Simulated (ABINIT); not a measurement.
Planning a run of ABINIT 10.8.3 on LiCaH3 (R-3c). The input:

```
acell 3*1.0 Angstrom
rprim 
  2.605565885003 1.504324165098 4.142435874900
  -2.605565885003 1.504324165098 4.142435874900
  -0.000000000000 -3.008648330196 4.142435874900
ntypat 3
znucl 3 20 1
natom 10
typat 1 1 2 2 3 3 3 3 3 3
xred 
  0.000000000000 0.000000000000 0.000000000000
  0.500000000000 0.500000000000 0.500000000000
  0.250000000000 0.250000000000 0.250000000000
  0.750000000000 0.750000000000 0.750000000000
  0.698431000000 0.801569000000 0.250000000000
  0.250000000000 0.698431000000 0.801569000000
  0.801569000000 0.250000000000 0.698431000000
  0.750000000000 0.301569000000 0.198431000000
  0.198431000000 0.750000000000 0.301569000000
  0.301569000000 0.198431000000 0.750000000000
pp_dirpath "pseudos"
pseudos "Li.upf, Ca.upf, H.upf"
ecut 33
iscf -2
irdden 1
kptopt 0
nkpt 31
kpt 
  0.00000000 0.00000000 0.00000000
  0.12500000 0.12500000 0.12500000
  0.25000000 0.25000000 0.25000000
  0.37500000 0.37500000 0.37500000
  0.50000000 0.50000000 0.50000000
  0.56135372 0.43864628 0.50000000
  0.62270744 0.37729256 0.50000000
  0.68406116 0.31593884 0.50000000
  0.74541488 0.25458512 0.50000000
  0.50000000 -0.25458512 0.25458512
  0.50000000 -0.19093884 0.19093884
  0.50000000 -0.12729256 0.12729256
  0.50000000 -0.06364628 0.06364628
  0.50000000 0.00000000 0.00000000
  0.37500000 0.00000000 0.00000000
  0.25000000 0.00000000 0.00000000
  0.12500000 0.00000000 0.00000000
  0.00000000 0.00000000 0.00000000
  0.09432314 -0.09432314 0.00000000
  0.18864628 -0.18864628 0.00000000
  0.28296942 -0.28296942 0.00000000
  0.37729256 -0.37729256 -0.00000000
  0.62270744 0.00000000 0.37729256
  0.59203058 0.00000000 0.40796942
  0.56135372 0.00000000 0.43864628
  0.53067686 0.00000000 0.46932314
  0.50000000 0.00000000 0.50000000
  0.37500000 0.00000000 0.37500000
  0.25000000 0.00000000 0.25000000
  0.12500000 0.00000000 0.12500000
  0.00000000 0.00000000 0.00000000
istwfk *1
nband 23
nbdbuf 2
tolwfr 1e-08
nstep 40
prtwf 0
prtvol 0
indata_prefix "in"
outdata_prefix "out"
tmpdata_prefix "tmp"
```

```sh
OMP_NUM_THREADS=1 mpirun -n 4 abinit run.abi > log
```

How long will it take on 4 MPI ranks of Arm Neoverse V2, shared host, and how much memory?

It took 35 s; on shared hardware allow 18 s to 71 s. Peak host memory was 0.38 GiB.

[Paths, hosts, dates, memory and timing lines, banners, echoed tables and standing remarks are left out of the program output.]

[Logs are printed without paths, hosts, clocks, repeated set-up lines and the standing remarks that a program may print on its own settings, such as how far it seeks lower states.]

[Runs of the session that timed out or met a known fault of the program may be left out.]

[Hosts, paths, dates, database ids (printed as entryN), source tags and the programs' standing remarks are cut or masked in the printed files.]

[G0W0 gaps are taken among the corrected bands and points alone; a level outside them can change the order at an edge.]

[Where Ansatz stands beside ABINIT at settings called matched, ABINIT's density can come from a denser mesh and the files from another edition; pairs whose starting gaps differed by over 0.03 eV were left out, so agreement reads better than it is.]
